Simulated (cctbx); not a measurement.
## Resonant diffraction in LiLu2W2S8Cl2

Space group P1 (no. 1), a = 6.9320 Å, b = 7.8220 Å, c = 8.0550 Å, α = 70.76°, β = 68.12°, γ = 75.88°.

```csv
atom,mult.,x,y,z,Ueq (Å²)
W1,1,0.3867,0.2163,0.3681,0.0092
W2,1,0.6344,0.7764,0.6172,0.0090
Lu1,1,0.2647,0.8483,0.1993,0.0091
Lu2,1,0.7270,0.1644,0.7981,0.0084
Cl1,1,0.9928,0.2529,0.9894,0.0177
Cl2,1,0.0181,0.7614,0.0009,0.0166
S1,1,0.4305,0.1524,0.1133,0.0139
S2,1,0.5529,0.8547,0.8795,0.0133
S3,1,0.9739,0.7409,0.5082,0.0144
S4,1,0.0668,0.2114,0.5237,0.0131
S5,1,0.4075,0.8602,0.4635,0.0158
S6,1,0.6105,0.1236,0.5193,0.0175
S7,1,0.3975,0.5076,0.2764,0.0172
S8,1,0.5644,0.4918,0.7062,0.0172
Li1,1,0.1907,0.5835,0.7071,0.0196
```

The model was made for the exercise: a known structure type with other elements put in, its volume estimated, not relaxed; displacement parameters are assumed.

Calculated with cctbx: free-atom f′ and f″ from the Sasaki tables, no fine structure; amplitudes in electrons.

How do |F(hkl)| and |F(−h−k−l)| change across the W L3 edge?

```text
E (eV)    f'(W)   f''          |F|0 -1 1        |F|1 1 1        |F|0 1 0        |F|1 0 0
   9607   -8.78   4.19        7.1/   9.1     83.8/  83.7     98.2/  98.9    118.3/ 119.2
   9957  -10.59   3.96        5.8/   7.9     79.7/  79.6     98.1/  98.8    115.9/ 116.7
  10087  -12.13   3.87        5.7/   7.7     76.8/  76.7     97.5/  98.2    113.6/ 114.6
  10147  -13.49   3.84        6.1/   7.9     74.2/  74.1     96.8/  97.5    111.7/ 112.6
  10177  -14.92   3.82        6.8/   8.3     71.5/  71.4     96.1/  96.8    109.6/ 110.6
  10192  -16.35   3.81        7.7/   9.0     68.8/  68.7     95.5/  96.2    107.6/ 108.6
  10199  -17.62   3.80        8.7/   9.9     66.3/  66.2     95.0/  95.7    105.8/ 106.8
  10203  -18.99   3.80        9.9/  10.9     63.7/  63.5     94.5/  95.1    103.8/ 104.9
  10211  -19.47  10.49        9.0/   8.3     64.3/  64.2     94.6/  95.2    103.1/ 106.4
  10215  -17.85  10.48        7.2/   6.5     67.4/  67.4     95.2/  95.8    105.4/ 108.6
  10222  -16.44  10.46        5.6/   4.9     70.1/  70.1     95.7/  96.2    107.4/ 110.6
  10237  -14.91  10.43        4.0/   3.1     73.1/  73.0     96.2/  96.7    109.6/ 112.6
  10267  -13.39  10.36        2.4/   1.1     76.2/  76.1     96.4/  97.0    111.6/ 114.6
  10357  -11.47  10.15        4.3/   6.0     81.2/  81.1     95.0/  95.9    113.9/ 116.7
  10607   -9.43   9.63        2.4/   4.6     82.1/  82.0     99.9/ 100.7    117.7/ 120.3
```

The edge is at 10207 eV. f′ of W falls from -12.1 e at 10087 eV to -19.0 e at 4 eV below it, and f″ steps from 3.80 to 10.48 e across it. Over that approach |F| changes by +74 % (0 -1 1), -17 % (1 1 1), -3 % (0 1 0) and -9 % (1 0 0): a reflection falls where W scatters in phase with the total and rises where it scatters against it; it hardly moves where the W term is small or cancels by symmetry or lies in quadrature to the total. The f″ term interferes with the normal scattering with opposite sign for the two Friedel mates. The largest Friedel difference in the scan is 74.3 % of the mean (0 -1 1, at 10267 eV).

[Logs are printed without paths, hosts, clocks, repeated set-up lines and the standing remarks that a program may print on its own settings, such as how far it seeks lower states.]
